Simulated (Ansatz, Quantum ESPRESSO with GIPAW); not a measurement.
# Reading a 13C spectrum of C2H3

A crystal of composition C2H3 (one database entry, not always the ambient form) has the 13C spectrum and parameters below, calculated by GIPAW (PBEsol; shifts against TMS, scatter of the reference line 0.8 ppm; spans on the shift scale).

Simulated spectrum: 13C MAS at 25 kHz, 18.8 T (201.3 MHz), lines broadened by 0.93 ppm; rigid lattice, with dipolar and J couplings left out. Lines over 1.5 % of the strongest (ppm: area): 204.0: 0.11, 79.9: 0.78, -1.9: 1.00, -44.3: 0.08, -168.5: 0.02.

| line | δ_iso (ppm) | relative area | span (ppm) | skew |
| --- | --- | --- | --- | --- |
| A | 79.9 | 1 | 242.5 | 0.99 |
| B | -1.9 | 1 | 21.3 | 0.77 |

Q: What surrounds each C site, and how symmetric is it?

The bonded neighbours set the region: A with C2; B with CH3. The structure behind these values (space group C2/m; other structures could give like values):

| line | surroundings | neighbours | bonds (Å) | site symmetry |
| --- | --- | --- | --- | --- |
| A | 2 C neighbours | 2 | 1.22 to 1.45 | m |
| B | CCH3 | 4 | 1.10 to 1.45 | m |

[Hosts, paths, dates, database ids (printed as entryN), source tags and the programs' standing remarks are cut or masked in the printed files.]
